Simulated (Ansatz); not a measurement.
# Photoemission of Si(111) with OH on 50 % of the top atoms and H on the rest, part 2 of 4

What would XPS and angle-resolved spectra of Si(111) with OH on 50 % of the top atoms and H on the rest look like?

Ansatz 0.2.0; DFT, PBE, plane-wave PAW, default files, scalar-relativistic.

So far: Starting point; Relaxing the atoms.

## Step 3: Bands by layer

The main run: bands along the zone's path, each state's share in the top and middle regions, the DOS and the planar potential. The cell holds 4 small cells, so the bands are unfolded.

input.yaml reads:

```yaml
crystal:
  lattice:
    - [7.6791796437, 0.0, 0.0]
    - [3.8395898218, 6.6503646517, 0.0]
    - [0.0, 0.0, 24.6337769138]
  atoms:
    - { symbol: H, position: [0.0851488147, 0.0138316145, 0.7191007899] }
    - { symbol: H, position: [0.5851488147, 0.0138316145, 0.7191007899] }
    - { symbol: O, position: [-0.0116136615, -0.0094789493, 0.6997978632] }
    - { symbol: O, position: [0.4883863385, -0.0094789493, 0.6997978632] }
    - { symbol: H, position: [0.0011056138, 0.4978066855, 0.6917620396] }
    - { symbol: H, position: [0.5011056138, 0.4978066855, 0.6917620396] }
    - { symbol: Si, position: [-0.000562578, -0.0025607089, 0.6315037534] }
    - { symbol: Si, position: [0.499437422, -0.0025607089, 0.6315037534] }
    - { symbol: Si, position: [0.0011790059, 0.4980799479, 0.6307137553] }
    - { symbol: Si, position: [0.5011790059, 0.4980799479, 0.6307137553] }
    - { symbol: Si, position: [0.834629961, 0.3311513503, 0.5994344329] }
    - { symbol: Si, position: [0.334629961, 0.3311513503, 0.5994344329] }
    - { symbol: Si, position: [0.8328377323, 0.8316463319, 0.5995000425] }
    - { symbol: Si, position: [0.3328377323, 0.8316463319, 0.5995000425] }
    - { symbol: Si, position: [0.8337085119, 0.3329487865, 0.5035346077] }
    - { symbol: Si, position: [0.3337085119, 0.3329487865, 0.5035346077] }
    - { symbol: Si, position: [0.8331060703, 0.8338766253, 0.5034557355] }
    - { symbol: Si, position: [0.3331060703, 0.8338766253, 0.5034557355] }
    - { symbol: Si, position: [0.1666850843, 0.1669368371, 0.4710287065] }
    - { symbol: Si, position: [0.6666850843, 0.1669368371, 0.4710287065] }
    - { symbol: Si, position: [0.1667717749, 0.6665887413, 0.4711273826] }
    - { symbol: Si, position: [0.6667717749, 0.6665887413, 0.4711273826] }
    - { symbol: Si, position: [0.166666667, 0.166666667, 0.375247085] }
    - { symbol: Si, position: [0.666666667, 0.166666667, 0.375247085] }
    - { symbol: Si, position: [0.166666667, 0.666666667, 0.375247085] }
    - { symbol: Si, position: [0.666666667, 0.666666667, 0.375247085] }
    - { symbol: Si, position: [0.0, 0.0, 0.343430893] }
    - { symbol: Si, position: [0.5, 0.0, 0.343430893] }
    - { symbol: Si, position: [0.0, 0.5, 0.343430893] }
    - { symbol: Si, position: [0.5, 0.5, 0.343430893] }
    - { symbol: H, position: [0.0, 0.0, 0.284162677] }
    - { symbol: H, position: [0.5, 0.0, 0.284162677] }
    - { symbol: H, position: [0.0, 0.5, 0.284162677] }
    - { symbol: H, position: [0.5, 0.5, 0.284162677] }
kpoints:
  mp_grid: { grid: [3, 3, 1] }
scf:
  occupations: { method: fermi_dirac, width: 0.02 }
  n_extra_bands: 36
hamiltonian:
  xc: pbe
  pseudopotentials: { kind: paw }
output:
  forces: true
  write_potential: true
  volumetric_format: []
  dos:
    projected:
      site_lists:
        adsorbate: [2, 0, 3, 1, 4, 5]
        layer_1: [6, 7, 8, 9]
        layer_2: [10, 11, 12, 13]
        layer_3: [14, 15, 16, 17]
        middle: [18, 19, 20, 21]
        other_layers: [22, 23, 24, 25, 26, 27, 28, 29, 30, 31, 32, 33]
    de: 0.05
    e_range: [-30, 12]
    method: { smearing: { sigma: 0.12, scheme: gaussian } }
  eigenstates:
    kpoints:
      - [0.33333333, -0.33333333, 0.0]
      - [0.25, -0.375, 0.0]
      - [0.16666667, -0.41666667, 0.0]
      - [0.08333333, -0.45833333, 0.0]
      - [0.0, 0.5, 0.0]
      - [-0.08333333, 0.45833333, 0.0]
      # [... 29 more points ...]
      - [0.25, 0.5, 0.0]
      - [0.29166667, -0.41666667, 0.0]
    e_range: [-8.0, 6.0]
    unfold:
      supercell_matrix: [[2, 0, 0], [0, 2, 0], [0, 0, 1]]
      layers:
        axis: 3
        edges: [0.121784, 0.386179, 0.397636, 0.605627, 0.615105, 0.881477]
efield:
  axis: 3
  dipole_correction: true
```

The run is started by

```console
ansatz run input.yaml --threads 4 --pin off --max-ram 11264MiB --backend cpu --events-out ev --progress --plain --runs-dir out
```

Numbers of over 12 decimals in the logs are rounded to 6 here.

The log of the run:

```text
[...]
Crystal: 34 atoms, lattice volume = 1258.031 Å³
Basis set: ecut = 420 eV, 24545 PW (Γ), exchange–correlation on 108×108×360 points (8 copies of the dense FFT grid, shifted against one another)
Bands: 94, of which v1, the nominal top of the filled ones, is band 58 counted from 1 (57 counted from 0)
Symmetry: 2 space group operations
[...]
k-points: 5 of 9 (time reversal used)
[...]
SCF iter   1: F=—  HF=-16521.447477 eV  |F-HF|=—  |Δ(HF+E_count)|=         —  Δρ=1.99e-3  dr2=4.60e-1  ethr=1.77e-3  p=-0.052 e·Å  D=-7.49e-3 V/Å  ΔV_dip=0.18 eV  dr2_dipole=2.19e-2  V_vac-E_F(+/−)=3.84/3.66 eV  ⟨swp⟩=8.4  Hψ=2681  notcnv=0  defer=39
[...]
SCF iter   9: F=-16521.380416 eV  HF=-16521.380416 eV  |F-HF|=1.45e-8  |Δ(HF+E_count)|=   7.36e-8  Δρ=1.08e-6  dr2=1.60e-8  ethr=8.62e-11  p=0.026 e·Å  D=3.68e-3 V/Å  ΔV_dip=-0.09 eV  dr2_dipole=5.81e-11  V_vac-E_F(+/−)=4.00/4.10 eV  ⟨swp⟩=21.8  Hψ=4851  notcnv=0
SCF 1 converged in 9 iterations: F = -16521.380416 eV  dr2 = 1.60e-8
[...]
NSCF: frozen V_eff on 37 k-points
efield: sawtooth ramp at fractional position 0.9516 (kept from the solve that this one continues, or follows in the run), width 0.1000; the density the first Hamiltonian is built on has a dipole p = 0.026 e·Å; the dipole correction subtracts the counter field D = 3.68e-3 V/Å, which shifts the + side's vacuum level by -0.09 eV against the − side's; the planar-averaged density in the ramp window peaks in size at 2.2e-6 e/Å³
[...]
SCF converged after 9 iterations
Free energy (F): -16521.380416 eV
[...]
Internal energy: -16521.380416 eV  (E = F + TS)
E sigma→0 (E₀):  -16521.380416 eV
Fermi energy:    0.290952 eV
Dipole field:    D = 0.003680 V/Å  (p = 0.025583 e·Å, saw-weighted, corrected)
Work function:   Φ+ = 4.0049 eV   Φ− = 4.0955 eV
[...]
--- Forces (eV/Å), atoms counted from 1 ---
  atom   1  H      0.00053964     0.00075472     0.00247896
  atom   2  H      0.00053964     0.00075472     0.00247896
  atom   3  O     -0.00119707     0.00016933    -0.00040077
  atom   4  O     -0.00119707     0.00016933    -0.00040077
  atom   5  H     -0.00073575     0.00028910     0.00024862
  atom   6  H     -0.00073575     0.00028910     0.00024862
  atom   7  Si     0.00111317     0.00043631     0.00062426
  atom   8  Si     0.00111317     0.00043631     0.00062426
  atom   9  Si     0.00040262    -0.00102186    -0.00059915
  atom  10  Si     0.00040262    -0.00102186    -0.00059915
  atom  11  Si    -0.00042423     0.00060765    -0.00196396
  atom  12  Si    -0.00042423     0.00060765    -0.00196396
  atom  13  Si    -0.00075957    -0.00051831     0.00065186
  atom  14  Si    -0.00075957    -0.00051831     0.00065186
  atom  15  Si    -0.00059595     0.00037698     0.00116256
  atom  16  Si    -0.00059595     0.00037698     0.00116256
  atom  17  Si    -0.00048625    -0.00028783    -0.00174149
  atom  18  Si    -0.00048625    -0.00028783    -0.00174149
  atom  19  Si    -0.00010630     0.00147517    -0.00003724
  atom  20  Si    -0.00010630     0.00147517    -0.00003724
  atom  21  Si     0.00027270    -0.00228170    -0.00063184
  atom  22  Si     0.00027270    -0.00228170    -0.00063184
  atom  23  Si     0.00168287    -0.00511267    -0.08273816
  atom  24  Si     0.00168287    -0.00511267    -0.08273816
  atom  25  Si     0.00015896     0.00465940    -0.06717184
  atom  26  Si     0.00015896     0.00465940    -0.06717184
  atom  27  Si    -0.00053581    -0.00154854     0.84948515
  atom  28  Si    -0.00053581    -0.00154854     0.84948515
  atom  29  Si     0.00005519     0.00147980     0.85215340
  atom  30  Si     0.00005519     0.00147980     0.85215340
  atom  31  H      0.00039705     0.00019516    -0.77607724
  atom  32  H      0.00039705     0.00019516    -0.77607724
  atom  33  H      0.00024174     0.00033398    -0.77544273
  atom  34  H      0.00024174     0.00033398    -0.77544273
  max |Σ_I F_I| component: 4.60e-5 eV/Å
--- Band table (eV; the first three rows and the last of 5) ---
  k-point 0: bands = [... 54 lower, -0.6887, -0.6574, -0.2557, -0.2312, 0.8228, 0.8320, 0.8379, 1.3052, ... 32 higher]
  k-point 1: bands = [... 54 lower, -1.5579, -1.2956, -1.1647, -0.6495, 0.9516, 1.5363, 1.6476, 1.7502, ... 32 higher]
  k-point 2: bands = [... 54 lower, -1.5737, -1.2473, -1.1543, -0.6350, 0.9731, 1.5820, 1.5926, 1.7420, ... 32 higher]
  k-point 4: bands = [... 54 lower, -1.9003, -1.5651, -1.4687, -1.4093, 1.8948, 1.9319, 2.2943, 2.3499, ... 32 higher]
```

It took 4.2 min on 4 threads of Arm Neoverse V2, shared host; peak memory 4.8 GiB.

In the SCF lines HF is the Harris–Foulkes energy and dr2 the Hartree energy of the density residual, in eV; the loop may stop once dr2 is under the threshold and the program's other checks hold. Hψ counts applications of the Hamiltonian.

This step gave:

```
Fermi energy                                   : 0.2910 eV
zero of energy                                 : valence-band maximum
share of occupied states in no projected shell : 0.0118 of the occupied states in the window
```

A(k,E), total over k along the path and E. Zero: valence-band maximum.

Ten even steps from '_' (0.0 eV⁻¹) to '@' (8.0 eV⁻¹), each cell a mean:
```
--::::==--========++::::....::==**------::......____..------
....::--++****++----**==----++##++==--::------::::..----::..
______..::--==++++****%%@@@@##==::::::........::::--::..____
........__....::--============----::::::..........::==::::..
------------::::::--==--::--==--::::::::--......::::....::--
....__________________::--::....::::::::::======----........
____________________________________..........::::__________
____________________________________________....____________
______________________..::..________________________________
__________________..--==++++--::..__________________________
______________..::--==========--::::::....__________________
______......::----====--::::==++==------::::::::::..________
::......__::--::::--::______..::::::::::::----------::::::::
::::::--====--::--::__________..::::::....::::::::::::::::::
::::------::::--::______________..::::..........::::----::::
::::----::::--::....................::::::....::::::::--::::
====----::::......________________..::::::::::::::::----====
......____....______________________....________________....
________..................................__________________
____........__________________________........______________
::::::....................................::::::::::::::::::
::........______________________________................::::
```
Columns: k along the path (Å⁻¹) from 0 to 2.58; rows upwards: E (eV) from -7.18 to 4.87.

A(k,E), top over k along the path and E. Zero: valence-band maximum.

Values in eV⁻¹, 12 rows by 16 columns, each cell a mean:
```
0.51 0.49 0.77 0.98 0.92 0.80 0.57 0.68 1.03 0.81 0.66 0.42 0.30 0.27 0.61 0.55
0.12 0.23 0.29 0.48 0.75 0.96 1.29 1.15 0.64 0.44 0.28 0.29 0.34 0.41 0.33 0.11
0.37 0.31 0.31 0.34 0.40 0.46 0.36 0.41 0.45 0.41 0.40 0.32 0.24 0.39 0.28 0.37
0.02 0.02 0.02 0.02 0.05 0.11 0.25 0.18 0.13 0.16 0.23 0.33 0.39 0.19 0.06 0.03
0.01 0.01 0.01 0.01 0.02 0.07 0.29 0.19 0.05 0.02 0.02 0.03 0.03 0.01 0.01 0.01
0.02 0.02 0.02 0.08 0.29 0.55 0.56 0.60 0.42 0.26 0.19 0.12 0.09 0.03 0.02 0.02
0.22 0.22 0.26 0.44 0.43 0.41 0.23 0.28 0.47 0.38 0.39 0.45 0.48 0.41 0.26 0.22
0.40 0.52 0.57 0.43 0.42 0.19 0.14 0.16 0.29 0.45 0.36 0.29 0.27 0.38 0.46 0.38
0.60 0.57 0.60 0.63 0.55 0.52 0.54 0.53 0.50 0.53 0.53 0.59 0.67 0.69 0.66 0.63
0.60 0.54 0.50 0.44 0.43 0.45 0.45 0.45 0.45 0.45 0.50 0.40 0.36 0.34 0.46 0.58
0.19 0.27 0.29 0.26 0.19 0.13 0.12 0.13 0.16 0.27 0.35 0.29 0.18 0.17 0.18 0.19
0.49 0.31 0.22 0.25 0.23 0.22 0.22 0.21 0.19 0.18 0.22 0.33 0.41 0.43 0.44 0.53
```
Columns: k along the path (Å⁻¹) from 0 to 2.58; rows upwards: E (eV) from -7.18 to 4.87.

A(k,E), middle over k along the path and E. Zero: valence-band maximum.

Ten even steps from '_' (0.02 eV⁻¹) to '@' (3.19 eV⁻¹), each cell a mean:
```
--::--++========--++::..__..::==**::..::::......____..------
....::--##%%##**--..++--..::==**++++----======----::----::..
______::::==++++**##**%%@@@@##++--::::..::::::::--==--::____
..::::......::--==++++******++==--::::::..........--**==::..
++====++++==========++==----++==::::::--==::....::--..::==++
........____________..::==--....----::::--==++======--::::..
________________________..________..::::::::::----..________
________________________________________........____________
______________________..::::________________________________
__________________::====++++==::::..________________________
______________::----++**####++--..::::::....________________
______..::::::==++**++++--==**##**==----::::::::::..________
--::::..__::==--------______..------====--======--==--::----
------==++++==--==::__________..--::::::::------==----------
::::------::::--::______________..::..::::::::::--====----::
..::::::::::::::....................::::............::::::..
------::::..::..__________________..::..............::------
......____::..______________________..::________________....
______..::......____________________....::__________________
____..::....__________________________....::..______________
----::....................................::::--------====--
::::......______________________________......::........::::
```
Columns: k along the path (Å⁻¹) from 0 to 2.58; rows upwards: E (eV) from -7.18 to 4.87.

A(k,E), bottom over k along the path and E. Zero: valence-band maximum.

Values in eV⁻¹, 12 rows by 16 columns, each cell a mean:
```
0.68 0.69 1.16 1.22 1.13 1.18 0.57 0.76 1.61 0.96 0.79 0.61 0.42 0.32 0.87 0.74
0.14 0.33 0.42 0.78 1.13 1.30 1.88 1.68 0.77 0.48 0.34 0.37 0.46 0.62 0.53 0.13
0.52 0.38 0.37 0.38 0.45 0.68 0.72 0.73 0.65 0.55 0.51 0.42 0.32 0.60 0.37 0.53
0.02 0.02 0.02 0.02 0.03 0.05 0.15 0.08 0.07 0.21 0.39 0.56 0.66 0.29 0.07 0.03
0.01 0.01 0.01 0.02 0.02 0.08 0.34 0.23 0.06 0.03 0.03 0.04 0.04 0.02 0.01 0.01
0.01 0.01 0.02 0.08 0.38 0.94 1.21 1.16 0.67 0.34 0.18 0.10 0.06 0.02 0.01 0.01
0.11 0.17 0.24 0.60 0.81 0.74 0.30 0.46 0.80 0.71 0.73 0.69 0.69 0.44 0.17 0.11
0.39 0.49 0.83 0.64 0.61 0.11 0.03 0.04 0.34 0.48 0.33 0.39 0.41 0.64 0.58 0.39
1.16 1.09 0.77 0.63 0.28 0.24 0.24 0.24 0.25 0.50 0.62 0.54 0.59 0.68 0.97 1.15
0.23 0.17 0.16 0.18 0.17 0.17 0.17 0.17 0.17 0.19 0.23 0.22 0.17 0.14 0.18 0.23
0.04 0.18 0.30 0.28 0.28 0.20 0.16 0.19 0.22 0.30 0.32 0.21 0.05 0.04 0.04 0.04
0.41 0.36 0.33 0.27 0.20 0.24 0.28 0.26 0.23 0.21 0.30 0.42 0.46 0.46 0.44 0.42
```
Columns: k along the path (Å⁻¹) from 0 to 2.58; rows upwards: E (eV) from -7.18 to 4.87.

Peaks of A(k,E) at the labelled points: for each region the eleven nearest the zero at most, each over 6 % of that point's highest, less those above the energy where the solved bands run out; weight and spread sum the levels within three half widths or 0.3 eV, so near peaks share levels. Peaks of the spectral function, the first 40 of 132 rows:

| point | weight on | E (eV) | A (1/eV) | weight near the peak | rms spread of levels (eV) |
| --- | --- | --- | --- | --- | --- |
| K | total | -3.96 | 5.536 | 1.656 | 0.044 |
| K | total | -3.62 | 2.453 | 0.483 | 0.023 |
| K | total | -3.28 | 3.977 | 1.514 | 0.125 |
| K | total | -3.2 | 3.485 | 1.328 | 0.063 |
| K | total | -2.78 | 0.956 | 0.134 | 0 |
| K | total | -2.28 | 5.055 | 1.789 | 0.07 |
| K | total | -1.78 | 0.986 | 0.205 | 0.061 |
| K | total | 2.12 | 3.378 | 0.786 | 0 |
| K | total | 2.6 | 5.858 | 2.155 | 0.079 |
| K | total | 3.44 | 0.567 | 0.108 | 0.053 |
| K | total | 4.04 | 1.515 | 0.523 | 0.105 |
| K | top | -4 | 0.903 | 0.628 | 0.157 |
| K | top | -3.62 | 0.801 | 0.18 | 0.022 |
| K | top | -3.18 | 0.882 | 0.272 | 0.06 |
| K | top | -2.78 | 0.378 | 0.073 | - |
| K | top | -2.2 | 0.825 | 0.302 | 0.097 |
| K | top | -1.78 | 0.398 | 0.098 | 0.063 |
| K | top | -1.24 | 0.177 | 0.039 | - |
| K | top | 2.12 | 0.563 | 0.132 | 0 |
| K | top | 2.58 | 0.884 | 0.315 | 0.079 |
| K | top | 3.44 | 0.15 | 0.033 | 0.066 |
| K | top | 4.04 | 0.41 | 0.154 | 0.116 |
| K | middle | -4 | 1.344 | 0.584 | 0.156 |
| K | middle | -3.62 | 0.802 | 0.155 | 0.022 |
| K | middle | -3.28 | 1.647 | 0.605 | 0.108 |
| K | middle | -3.2 | 1.459 | 0.559 | 0.063 |
| K | middle | -2.78 | 0.388 | 0.045 | 0 |
| K | middle | -2.28 | 3.113 | 1.119 | 0.07 |
| K | middle | -1.78 | 0.472 | 0.089 | 0.053 |
| K | middle | 2.12 | 2.332 | 0.552 | 0 |
| K | middle | 2.58 | 3.249 | 1.194 | 0.079 |
| K | middle | 3.44 | 0.258 | 0.046 | 0.04 |
| K | middle | 4.04 | 0.623 | 0.205 | 0.095 |
| K | bottom | -4.42 | 0.57 | 0.182 | 0.111 |
| K | bottom | -4.3 | 0.594 | 0.533 | 0.166 |
| K | bottom | -3.94 | 2.986 | 0.925 | 0.043 |
| K | bottom | -3.6 | 0.688 | 0.11 | 0.022 |
| K | bottom | -3.3 | 1.448 | 0.506 | 0.126 |
| K | bottom | -2.3 | 1.085 | 0.32 | 0.055 |
| K | bottom | 2.12 | 0.423 | 0.09 | - |

The DOS has structure finer than the step of the table below, so its rows give means over 1 eV, whole bins alone (the curve runs from -22.5 to 4.65 eV). Peaks (eV: height): total -2.9: 26.0, -2.3: 24.7, 3.4: 24.0, 4.2: 40.1; Si 3p -2.9: 21.4, -2.3: 21.8, -1.7: 20.7, 4.2: 21.2; Si 3s -10.7: 8.54, -9.6: 8.23, -9.2: 7.87, -6.7: 8.29; O 2p -8.0: 2.56, -5.2: 2.42, -4.4: 5.45, -3.9: 4.46; H 1s -20.6: 2.34, -4.0: 2.88, -2.9: 1.60, 4.1: 1.82.

DOS against E, zero at the valence-band maximum; means over each step; values in states/eV/cell:

| E (eV) | total | Si 3p | Si 3s | O 2p | H 1s | O 2s |
| --- | --- | --- | --- | --- | --- | --- |
| -21 | 2.75 | 0.183 | 0.114 | 0.0663 | 0.367 | 2.00 |
| -20 | 1.25 | 0.0833 | 0.0515 | 0.0300 | 0.166 | 0.910 |
| -19 | 0 | 0 | 0 | 0 | 0 | 0 |
| -18 | 0 | 0 | 0 | 0 | 0 | 0 |
| -17 | 0 | 0 | 0 | 0 | 0 | 0 |
| -16 | 0 | 0 | 0 | 0 | 0 | 0 |
| -15 | 0 | 0 | 0 | 0 | 0 | 0 |
| -14 | 0 | 0 | 0 | 0 | 0 | 0 |
| -13 | 0 | 0 | 0 | 0 | 0 | 0 |
| -12 | 0.211 | 0.0133 | 0.190 | 0.00147 | 0.00415 | 1.3e-4 |
| -11 | 4.23 | 0.801 | 3.20 | 0.0805 | 0.113 | 0.00400 |
| -10 | 7.83 | 1.88 | 5.15 | 0.458 | 0.287 | 0.00433 |
| -9 | 10.1 | 2.49 | 5.88 | 1.07 | 0.606 | 0.00657 |
| -8 | 5.79 | 1.63 | 2.73 | 0.823 | 0.507 | 0.0407 |
| -7 | 8.21 | 3.58 | 3.57 | 0.314 | 0.610 | 0.0450 |
| -6 | 8.80 | 4.14 | 3.16 | 0.512 | 0.786 | 0.0912 |
| -5 | 5.71 | 2.42 | 1.11 | 1.45 | 0.540 | 0.115 |
| -4 | 17.1 | 10.2 | 1.28 | 3.50 | 1.85 | 0.0435 |
| -3 | 15.4 | 12.6 | 0.764 | 0.986 | 0.881 | 0.0170 |
| -2 | 18.3 | 16.3 | 0.722 | 0.609 | 0.391 | 0.0173 |
| -1 | 8.42 | 7.62 | 0.121 | 0.231 | 0.286 | 0.00698 |
| 0 | 1.82 | 1.74 | 0.00170 | 0.0259 | 0.00113 | 9.2e-4 |
| 1 | 2.15 | 1.21 | 0.581 | 0.0131 | 0.0383 | 0.00940 |
| 2 | 12.0 | 6.58 | 3.04 | 0.118 | 0.395 | 0.0956 |
| 3 | 19.4 | 11.2 | 3.27 | 0.117 | 0.935 | 0.103 |
| 4 | 25.8 | 13.7 | 2.92 | 0.110 | 1.19 | 0.0795 |

(Continued in part 3 of 4.)

[Logs are printed without paths, hosts, clocks, repeated set-up lines and the standing remarks that a program may print on its own settings, such as how far it seeks lower states.]

[Hosts, paths, dates, database ids (printed as entryN), source tags and the programs' standing remarks are cut or masked in the printed files.]

[Maps of the electrostatic potential energy from Ansatz leave out the sawtooth potential of an applied field or a dipole correction, so their vacuum need not be flat; work functions include it.]
